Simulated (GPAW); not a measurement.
# GaN (F-43m): G0W0 with GPAW, start to end

How does a plane-wave GW calculation on GaN (F-43m) run from the first input to the gap?

Main program and level: GPAW 26.7.0; PBE and many-body steps on it, plane waves.

**The experiments to reproduce.**

- Gap 3.23 eV: absorption onset (direct gap at Gamma) of unexcited film, from imaginary part of dielectric function; spectroscopic ellipsometry (steady-state reference of time-resolved measurement); 300 K; film on 3C-SiC/Si(001) (“Femtosecond pump-probe absorption edge spectroscopy of cubic GaN”, 2022, arxiv:2206.02223).

## Step 1: The system as given

Symmetry: F-43m, No. 216, cubic system. The conventional cell has a = 4.507 Å, b = 4.507 Å, c = 4.507 Å, α = 90.00°, β = 90.00°, γ = 90.00°. Nearest to Ga lie 4 N at 1.95 Å. Nearest to N lie 4 Ga at 1.95 Å. Farther neighbours, and contacts between anions beyond the nearest, are not listed.

Structure file:

```cif
data_structure
_symmetry_space_group_name_H-M 'P 1'
_symmetry_Int_Tables_number 1
_cell_length_a 3.1869
_cell_length_b 3.1869
_cell_length_c 3.1869
_cell_angle_alpha 60.000
_cell_angle_beta 60.000
_cell_angle_gamma 60.000
_cell_volume 22.89
loop_
_atom_site_label
_atom_site_type_symbol
_atom_site_fract_x
_atom_site_fract_y
_atom_site_fract_z
_atom_site_occupancy
Ga1 Ga 0.00000 0.00000 0.00000 1
N2 N 0.75000 0.75000 0.75000 1
```

The cell and positions are those that the Materials Project relaxed with its own functionals (PBE, PBE+U or r2SCAN), kept fixed. This is not the form that GaN usually takes at ambient conditions.

## Step 2: Ground state

This step: GPAW 26.7.0; DFT, PBE, plane waves, PAW.

The ground-state density comes first.

Input file run.py:

```python
import json
import numpy as np
from gpaw.mpi import world
from ase import Atoms
from gpaw import GPAW, PW, FermiDirac

atoms = Atoms(['Ga', 'N'],
    cell=[[0.0000000000, 2.2535006075, 2.2535006075],
      [2.2535006075, 0.0000000000, 2.2535006075],
      [2.2535006075, 2.2535006075, 0.0000000000]],
    scaled_positions=[[0.0000000000, 0.0000000000, 0.0000000000],
      [0.7500000000, 0.7500000000, 0.7500000000]],
    pbc=(True, True, True))
calc = GPAW(mode=PW(600),
    xc='PBE',
    kpts={'size': (10, 10, 10), 'gamma': True},
    occupations=FermiDirac(0.001),
    nbands=-7,
    convergence={'density': 1e-6, 'bands': -3},
    maxiter=100,
    txt='gs.txt')
atoms.calc = calc
res = {'energy': atoms.get_potential_energy()}
kpts = calc.get_ibz_k_points()
res['kpts'] = kpts
res['eigenvalues'] = [calc.get_eigenvalues(kpt=k) for k in range(len(kpts))]
res['n_electrons'] = calc.get_number_of_electrons()
calc.write('gs.gpw')

if world.rank == 0:
    with open('result.json', 'w') as f:
        json.dump(res, f, default=lambda x: x.tolist())
```

Launch:

```
> mpirun -n 4 gpaw python run.py
```

What it wrote:

```text
__  _  _
 | _ |_)|_||  |
 |__||  | ||/\| - 26.7.0

Input parameters:
  mode=PW(ecut=600.0),
  convergence={'density': 1e-06, 'bands': -3},
  kpts=MonkhorstPack(size=(10, 10, 10), gamma=True),
  maxiter=100,
  nbands=-7,
  occupations=Occupations(name='fermi-dirac', width=0.001, fixmagmom=False),
  xc=XC(name='PBE')
  [... matrices ...]
Diagonalizing LCAO Hamiltonian
Converting LCAO to pw mode

                  N

       Ga

Atoms  # Å, Bohr magnetons
|   | symbol |        x |        y |        z |    initial magnetic moments |
| 0 |     Ga | 0.000000 | 0.000000 | 0.000000 | ( 0.0000,  0.0000,  0.0000) |
| 1 |      N | 3.380251 | 3.380251 | 3.380251 | ( 0.0000,  0.0000,  0.0000) |

Unit cell  # Å
| periodic |        x |        y |        z |  lengths |    angles |
|      yes | 0.000000 | 2.253501 | 2.253501 | 3.186931 | 60.000000 |
|      yes | 2.253501 | 0.000000 | 2.253501 | 3.186931 | 60.000000 |
|      yes | 2.253501 | 2.253501 | 0.000000 | 3.186931 | 60.000000 |

Number of symmetries: 24
Symmetry operations  # r_c * U_cc + t_c -> r_c
|    | kind |            matrix            |
|  0 |  E   |  1, 0, 0,  0, 1, 0,  0, 0, 1 |
|  1 |  σ   |  1, 0, 0,  0, 0, 1,  0, 1, 0 |
|  2 |  σ   |  1, 0,-1,  0, 1,-1,  0, 0,-1 |
|  3 |  C3  |  1, 0,-1,  0, 0,-1,  0, 1,-1 |
|  4 |  C3  |  1,-1, 0,  0,-1, 1,  0,-1, 0 |
|  5 |  σ   |  1,-1, 0,  0,-1, 0,  0,-1, 1 |
|  6 |  σ   |  0, 1, 0,  1, 0, 0,  0, 0, 1 |
|  7 |  C3  |  0, 1, 0,  0, 0, 1,  1, 0, 0 |
|  8 |  C2  |  0, 1,-1,  1, 0,-1,  0, 0,-1 |
|  9 |  S4  |  0, 1,-1,  0, 0,-1,  1, 0,-1 |
| 10 |  C3  |  0, 0, 1,  1, 0, 0,  0, 1, 0 |
| 11 |  σ   |  0, 0, 1,  0, 1, 0,  1, 0, 0 |
| 12 |  S4  |  0, 0,-1,  1, 0,-1,  0, 1,-1 |
| 13 |  C3  |  0, 0,-1,  0, 1,-1,  1, 0,-1 |
| 14 |  S4  |  0,-1, 1,  1,-1, 0,  0,-1, 0 |
| 15 |  C2  |  0,-1, 1,  0,-1, 0,  1,-1, 0 |
| 16 |  C3  |  0,-1, 0,  1,-1, 0,  0,-1, 1 |
| 17 |  S4  |  0,-1, 0,  0,-1, 1,  1,-1, 0 |
| 18 |  S4  | -1, 1, 0, -1, 0, 1, -1, 0, 0 |
| 19 |  C3  | -1, 1, 0, -1, 0, 0, -1, 0, 1 |
| 20 |  C3  | -1, 0, 1, -1, 1, 0, -1, 0, 0 |
| 21 |  S4  | -1, 0, 1, -1, 0, 0, -1, 1, 0 |
| 22 |  σ   | -1, 0, 0, -1, 1, 0, -1, 0, 1 |
| 23 |  C2  | -1, 0, 0, -1, 0, 1, -1, 1, 0 |

BZ-sampling:
  Number of BZ points: 1000
  Number of IBZ points: 47

  Monkhorst-Pack size: [10, 10, 10]
  Monkhorst-Pack shift: [0.05, 0.05, 0.05]

K-points  # in reciprocal-cell coordinates
|     |                                coordinates |     weight |
|   0 | (  0.00000000,   0.00000000,   0.00000000) | 0.00100000 |
|   1 | (  0.10000000,   0.10000000,   0.00000000) | 0.00600000 |
|   2 | (  0.10000000,   0.10000000,   0.10000000) | 0.00800000 |
|   3 | (  0.20000000,   0.10000000,   0.10000000) | 0.01200000 |
|   4 | (  0.20000000,   0.20000000,   0.00000000) | 0.00600000 |
|   5 | (  0.20000000,   0.20000000,   0.10000000) | 0.02400000 |
|   6 | (  0.20000000,   0.20000000,   0.20000000) | 0.00800000 |
|   7 | (  0.30000000,   0.20000000,   0.10000000) | 0.02400000 |
|   8 | (  0.30000000,   0.20000000,   0.20000000) | 0.02400000 |
|   9 | (  0.30000000,   0.30000000,   0.00000000) | 0.00600000 |
| ... |                                            |            |
|  46 | (  0.50000000,   0.50000000,   0.50000000) | 0.00400000 |

Plane wave coefficients: 785
Cutoff: 600.0 eV

Spin-components: 1 (collinear spins)
Bands:           11
Projectors:      10
Spin-degeneracy: 2
Datatype:        complex128

  Storage: CPU
  Wave functions: 6_195_728 bytes (1_548_932 per core)
  Projectors: 11_828_208 bytes (2_957_052 per core)
  [... matrices ...]
Parallelization:
  kpt:    4
  domain: 1
  band:   1

Density:
  Valence electrons: 8.0
  Components: 1
  Grid points: [20 20 20]
  Charge: 0.0  # |e|

Potential:
  Grid points: [20 20 20]

species:
  Ga:
    name:    Gallium
    Z:       31.0
    valence: 3
    core:    28
    charge:  0.0  # [|e|]
    compensation charges:
      type: gauss
      rc: 0.37  # [Å]
      lmax: 2
    cutoffs:
      filter: 2.06  # [Å]
      core: 4.17  # [Å]
    projectors
    | kind |    occ | energy [eV] | rcut [Å] |
    |   4s |  2.000 |      -8.945 |    1.164 |
    |   4p |  1.000 |      -2.580 |    1.164 |
    |    s |        |      18.266 |    1.164 |
    |    p |        |      24.631 |    1.164 |
    |    d |        |       0.000 |    1.164 |

    Using partial waves for Ga as LCAO basis

  N:
    name:    Nitrogen
    Z:       7.0
    valence: 5
    core:    2
    charge:  0.0  # [|e|]
    compensation charges:
      type: gauss
      rc: 0.18  # [Å]
      lmax: 2
    cutoffs:
      filter: 1.11  # [Å]
      core: 0.96  # [Å]
    projectors
    | kind |    occ | energy [eV] | rcut [Å] |
    |   2s |  2.000 |     -18.583 |    0.603 |
    |   2p |  3.000 |      -7.089 |    0.529 |
    |    s |        |       8.629 |    0.603 |
    |    p |        |      20.123 |    0.529 |
    |    d |        |       0.000 |    0.577 |

    Using partial waves for N as LCAO basis

Reference energy: -54366.393033  # eV

eigensolver:
  PPCG
  Converge bands: -3
  niter=2

density mixing:
  MSR1-Mixer
  Pratt-step length: 0.05
  Maximum mixing coefficient: 0.75
  Old densities: 10
  SVD Regularization: 0.005
  Good broyden scale: 1.0
  Trust region scale: 1.0
  Backstep threshold: 4.0
  History deletion threshold: 6.0
  Fourier metric: weight=20.0, sigma=0.015

occupation numbers:
  Fermi-Dirac:
    width: 0.0010  # eV

poisson solver:
  ecut: 4800.0  # eV

xc functional:
  name: PBE with 2 nearest neighbor stencil

Initialization done in: 1.657 s

convergence criteria:
- Maximum integral of absolute [dens]ity change: 1e-06 electrons / valence electron
- Maximum [total energy] change in last 3 cyles: 0.0005 eV / valence electron
- Maximum integral of absolute [eigenst]ate change: 4e-08 eV^2 / valence electron
maximum number of iterations: 100

SCF iterations
|iter     |     time |      energy | eigst |  dens |
|iter:   1|  |  -13.685409 | +0.97 |       |
|iter:   2|  |  -13.208588 | -0.66 | -0.57 |
|iter:   3|  |  -11.922581 | -0.53 | -0.62 |
|iter:   4|  |  -11.920953 | -3.00 | -1.30 |
|iter:   5|  |  -11.921709c| -3.17 | -1.57 |
|iter:   6|  |  -11.921735c| -5.19 | -2.84 |
|iter:   7|  |  -11.921748c| -5.70 | -3.17 |
|iter:   8|  |  -11.921748c| -7.73c| -4.37 |
|iter:   9|  |  -11.921748c| -7.44c| -4.86 |
|iter:  10|  |  -11.921748c| -8.80c| -5.93 |
|iter:  11|  |  -11.921748c| -9.51c| -6.62c|

Converged in 11 steps
SCF loop duration: 1.585 s (0.144 s/step)
Energy contributions relative to reference atoms: (reference = -54366.393033)
  [... matrices ...]
Energy contributions:
  Kinetic:          33.007655
  Coulomb:         -28.740043
  Zero:              0.056681
  External:          0.000000
  Xc:              -16.246041
  Entropy:          -0.000000
  Spinorbit:         0.000000
  ----------------------------
  Free energy:     -11.921748
  Extrapolated:    -11.921748

dipole moment: (-10.170397, -10.170397, -10.170397)  # |e|*Ang

Fermi level: 6.608
Eigenvalues  # (at kpt = [0.000, 0.000, 0.000])
| band index |      eig [eV] | occ [0-2] |
|          0 |        -9.481 |     2.000 |
|          1 |         6.408 |     2.000 |
|          2 |         6.408 |     2.000 |
|          3 |         6.408 |     2.000 |
|          4 |         8.212 |     0.000 |
|          5 |        16.801 |     0.000 |
|          6 |        16.801 |     0.000 |
|          7 |        16.801 |     0.000 |
|          8 |        24.093 |     0.000 |
|          9 |        24.823 |     0.000 |
|         10 |        24.843 |     0.000 |

Gap: 1.804 eV
Transition (v -> c):
  (s=0, k=0, n=3, [0.00, 0.00, 0.00]) -> (s=0, k=0, n=4, [0.00, 0.00, 0.00])
No difference between direct/indirect transitions
# Writing to gs.gpw (mode='')
  [... matrices ...]
```

It took 4.9 s on 4 MPI ranks of Intel Xeon Platinum 8375C at 2.90GHz (Ice Lake), shared host; peak memory 0.62 GiB; 19 s of CPU time.

Read from the output:

* total energy: -11.92 eV
* gap: 1.804 eV
* k of the valence top: 0, 0, 0
* k of the conduction bottom: 0, 0, 0
* least direct gap: 1.804 eV

The gap is direct, at Γ.

## Step 3: Bands along the symmetry lines

The cheap functional maps the bands first; the places of the edges decide which points the dearer methods must see.

Input file run.py:

```python
import json
import numpy as np
from gpaw.mpi import world
from gpaw import GPAW

path = [[0.000000, 0.000000, 0.000000],
    [-0.062500, -0.062500, 0.000000],
    [-0.125000, -0.125000, 0.000000],
    [-0.187500, -0.187500, 0.000000],
    [-0.250000, -0.250000, 0.000000],
    [-0.312500, -0.312500, 0.000000],
    [-0.375000, -0.375000, 0.000000],
    [-0.437500, -0.437500, 0.000000],
    [-0.500000, -0.500000, 0.000000],
    [-0.484375, -0.484375, 0.031250],
    [-0.468750, -0.468750, 0.062500],
    [-0.453125, -0.453125, 0.093750],
    [-0.437500, -0.437500, 0.125000],
    [-0.421875, -0.421875, 0.156250],
    [-0.406250, -0.406250, 0.187500],
    [-0.390625, -0.390625, 0.218750],
    [-0.375000, -0.375000, 0.250000],
    [-0.375000, 0.000000, 0.375000],
    [-0.328125, 0.000000, 0.328125],
    [-0.281250, 0.000000, 0.281250],
    [-0.234375, 0.000000, 0.234375],
    [-0.187500, 0.000000, 0.187500],
    [-0.140625, 0.000000, 0.140625],
    [-0.093750, 0.000000, 0.093750],
    [-0.046875, 0.000000, 0.046875],
    [0.000000, 0.000000, 0.000000],
    [0.000000, 0.000000, 0.062500],
    [0.000000, 0.000000, 0.125000],
    [0.000000, 0.000000, 0.187500],
    [0.000000, 0.000000, 0.250000],
    [0.000000, 0.000000, 0.312500],
    [0.000000, 0.000000, 0.375000],
    [0.000000, 0.000000, 0.437500],
    [0.000000, 0.000000, 0.500000],
    [-0.062500, -0.031250, 0.468750],
    [-0.125000, -0.062500, 0.437500],
    [-0.187500, -0.093750, 0.406250],
    [-0.250000, -0.125000, 0.375000],
    [-0.312500, -0.156250, 0.343750],
    [-0.375000, -0.187500, 0.312500],
    [-0.437500, -0.218750, 0.281250],
    [-0.500000, -0.250000, 0.250000],
    [-0.500000, -0.281250, 0.218750],
    [-0.500000, -0.312500, 0.187500],
    [-0.500000, -0.343750, 0.156250],
    [-0.500000, -0.375000, 0.125000],
    [-0.500000, -0.406250, 0.093750],
    [-0.500000, -0.437500, 0.062500],
    [-0.500000, -0.468750, 0.031250],
    [-0.500000, -0.500000, 0.000000]]
calc = GPAW('gs.gpw').fixed_density(kpts=path,
    symmetry='off',
    nbands=14,
    convergence={'bands': 10},
    txt='bands.txt')
res = {}
kpts = calc.get_ibz_k_points()
res['kpts'] = kpts
res['eigenvalues'] = [calc.get_eigenvalues(kpt=k) for k in range(len(kpts))]
res['n_electrons'] = calc.get_number_of_electrons()

if world.rank == 0:
    with open('result.json', 'w') as f:
        json.dump(res, f, default=lambda x: x.tolist())
```

Launch:

```
> mpirun -n 4 gpaw python run.py
```

What it wrote:

```text
Diagonalizing LCAO Hamiltonian
Converting LCAO to pw mode
convergence criteria:
- Maximum integral of absolute [eigenst]ate change: 4e-08 eV^2 / valence electron
maximum number of iterations: 100

SCF iterations
|iter     |     time |      energy | eigst |  dens |
|iter:   1|  |             | +2.21 |       |
|iter:   2|  |             | +0.58 |       |
|iter:   3|  |             | -1.18 |       |
|iter:   4|  |             | -2.97 |       |
|iter:   5|  |             | -4.72 |       |
|iter:   6|  |             | -6.31 |       |
|iter:   7|  |             | -7.64c|       |
SCF steps: 7
  __  _  _
 | _ |_)|_||  |
 |__||  | ||/\| - 26.7.0

Input parameters:
  mode=PW(ecut=600.0),
  convergence={'bands': 10},
  gpts=array([20, 20, 20]),
  kpts=KPoints(kpts=array([[ 0.      ,  0.      ,  0.      ],
         [-0.0625  , -0.0625  ,  0.      ],
         [-0.125   , -0.125   ,  0.      ],
         [-0.1875  , -0.1875  ,  0.      ],
[...]
[-0.484375, -0.484375,  0.03125 ],
[...]
[-0.453125, -0.453125,  0.09375 ],
[...]
[-0.421875, -0.421875,  0.15625 ],
[...]
[-0.390625, -0.390625,  0.21875 ],
[...]
[-0.328125,  0.      ,  0.328125],
[...]
[-0.234375,  0.      ,  0.234375],
[...]
[-0.140625,  0.      ,  0.140625],
[...]
[-0.046875,  0.      ,  0.046875],
         [ 0.      ,  0.      ,  0.      ],
         [ 0.      ,  0.      ,  0.0625  ],
         [ 0.      ,  0.      ,  0.125   ],
[...]
[ 0.      ,  0.      ,  0.4375  ],
         [ 0.      ,  0.      ,  0.5     ],
[...]
[-0.5     , -0.4375  ,  0.0625  ],
         [-0.5     , -0.46875 ,  0.03125 ],
         [-0.5     , -0.5     ,  0.      ]])),
  maxiter=100,
  nbands=14,
  occupations=Occupations(name='fermi-dirac', width=0.001, fixmagmom=False),
  parallel={},
  symmetry=Symmetry(point_group=False, time_reversal=False),
  xc=XC(name='PBE')
```

Run time: 4.5 s. Hardware: 4 MPI ranks; peak memory 0.64 GiB; 17 s of CPU time.

Read from the output:

```yaml
gap: 1.804 eV
k_of_the_valence_top: 0, 0, 0
k_of_the_conduction_bottom: 0, 0, 0
least_direct_gap: 1.804 eV
```

The gap is 1.804 eV, as in the run before at this level.

The electronic bands at the labelled points (eV, zero at the top of the highest filled band; v1 is the highest filled band, c1 the lowest empty one):

```tsv
point	v4	v3	v2	v1	c1	c2	c3	c4
Γ	-15.89	0.00	0.00	0.00	1.80	10.39	10.39	10.39
halfway	-14.69	-3.55	-1.49	-1.49	4.66	7.49	11.58	12.08
X	-12.88	-6.18	-2.66	-2.66	3.38	6.75	11.79	13.99
halfway	-12.86	-6.06	-3.32	-2.52	3.98	7.21	11.65	13.63
U	-12.88	-5.83	-4.26	-2.15	5.05	7.98	11.14	12.89
jump to K	-12.88	-5.83	-4.26	-2.15	5.05	7.98	11.14	12.89
halfway	-14.58	-4.30	-2.13	-0.53	5.31	8.59	9.70	11.21
Γ	-15.89	0.00	0.00	0.00	1.80	10.39	10.39	10.39
halfway	-14.99	-3.95	-0.52	-0.52	4.15	8.89	10.84	10.84
L	-13.62	-6.99	-0.96	-0.96	4.72	8.82	10.41	10.41
halfway	-13.24	-6.37	-3.02	-1.76	6.72	7.10	10.18	11.74
W	-12.78	-5.63	-3.76	-3.58	6.30	8.52	10.34	11.15
halfway	-12.84	-5.95	-3.18	-3.16	4.63	7.58	11.53	12.33
X	-12.88	-6.18	-2.66	-2.66	3.38	6.75	11.79	13.99
```

The electronic bands as a text plot (rows in eV, shown from -8.0 to 7.8 only):

```
    7.5 |     ++       ++   ++                       + +     ++
    6.8 |       +++++++     ++                        ++       ++
    6.2 |                  +  ++                     +  ++++
    5.5 |                       +                   +       +
    4.8 |     ++         ++                    +++++         +
    4.2 |    +  +++    ++        ++         +++               +
    3.5 |  ++      ++++            ++      +                   ++
    2.9 |                                ++
    2.2 | +                          +  +
    1.5 |+                            ++
    0.9 |
    0.2 |*                           ****
   -0.4 | ***                   ******  *******
   -1.1 |    *              **** **            *******
   -1.7 |  ** ****         *       **    **         * *
   -2.4 |    *    *********     *                    * **       *
   -3.1 |             **      ** **        *          *  *   ***
   -3.7 |     **        *   **              *          ******
   -4.4 |       **       ***    *
   -5.0 |         *           **             **
   -5.7 |          **   ******                          ******
   -6.4 |            ***                       *     ***      ***
   -7.0 |                                       *****
   -7.7 |
         Γ           X  U|K            Γ         L        W     X
```

## Step 4: Empty states on the mesh, 6×6×6 mesh, 130 bands

The sums over transitions need many empty states on a uniform mesh; this step solves for them.

Input file run.py:

```python
import json
import numpy as np
from gpaw.mpi import world
from gpaw import GPAW

calc = GPAW('gs.gpw').fixed_density(kpts={'size': (6, 6, 6), 'gamma': True},
    parallel={'domain': 1, 'band': 1},
    txt='nscf.txt')
calc.diagonalize_full_hamiltonian(nbands=130)
calc.write('full.gpw', mode='all')
res = {}
kpts = calc.get_ibz_k_points()
res['kpts'] = kpts
res['eigenvalues'] = [calc.get_eigenvalues(kpt=k) for k in range(len(kpts))]
res['n_electrons'] = calc.get_number_of_electrons()

if world.rank == 0:
    with open('result.json', 'w') as f:
        json.dump(res, f, default=lambda x: x.tolist())
```

Launch:

```
> mpirun -n 4 gpaw python run.py
```

What it wrote:

```text
Diagonalizing LCAO Hamiltonian
Converting LCAO to pw mode
convergence criteria:
- Maximum integral of absolute [eigenst]ate change: 4e-08 eV^2 / valence electron
maximum number of iterations: 100

SCF iterations
|iter     |     time |      energy | eigst |  dens |
|iter:   1|  |             | +1.02 |       |
|iter:   2|  |             | -0.56 |       |
|iter:   3|  |             | -2.64 |       |
|iter:   4|  |             | -4.68 |       |
|iter:   5|  |             | -6.60 |       |
|iter:   6|  |             | -7.67c|       |
SCF steps: 6
  __  _  _
 | _ |_)|_||  |
 |__||  | ||/\| - 26.7.0

Input parameters:
  mode=PW(ecut=600.0),
  convergence={'density': 1e-06, 'bands': -3},
  gpts=array([20, 20, 20]),
  kpts=MonkhorstPack(size=(6, 6, 6), gamma=True),
  maxiter=100,
  nbands=11,
  occupations=Occupations(name='fermi-dirac', width=0.001, fixmagmom=False),
  parallel={'domain': 1, 'band': 1},
  xc=XC(name='PBE')
Matrix size: 773x773
# Writing to full.gpw (mode='all')
  [... matrices ...]

timing:  # [seconds]
  Total: 1.497  # ━━━━━━━━━━━━━━━━━━━━━━━━━━━━━━━━━━━━━━━━━━━━━━━━━━━━━━━━━━━
```

The job ended after 5.1 s (4 MPI ranks; peak memory 0.84 GiB).

Numbers from this step:

| Property | Result |
| --- | --- |
| gap | 1.804 eV |
| k of the valence top | 0, 0, 0 |
| k of the conduction bottom | 0, 0, 0 |
| least direct gap | 1.804 eV |
| k points computed | 16 |
| lowest point of the top converged band, above the valence top | 164.4164 eV |

On this mesh the gap is 1.804 eV.

(Part 1 of 2 ends here.)

[Long decimals in the printed logs are rounded to 6 places.]

[Logs are printed without paths, hosts, clocks, repeated set-up lines and the standing remarks that a program may print on its own settings, such as how far it seeks lower states.]

[Paths, hosts, dates, memory and timing lines, banners, echoed tables and standing remarks are left out of the program output; an Ansatz launch command may be rebuilt from the run's recorded settings. Measured values are a selection of at most five: reports struck by readers or far from the other reports are left out. None is set beside runs whose start may be inverted or whose files or cutoffs have a known fault.]

[Runs of the session that timed out or met a known fault of the program may be left out.]

[Hosts, paths, dates, database ids (printed as entryN), source tags and the programs' standing remarks are cut or masked in the printed files.]

[Where the starting crystal was built by hand or by swapping elements, it need not be the compound's stable phase.]
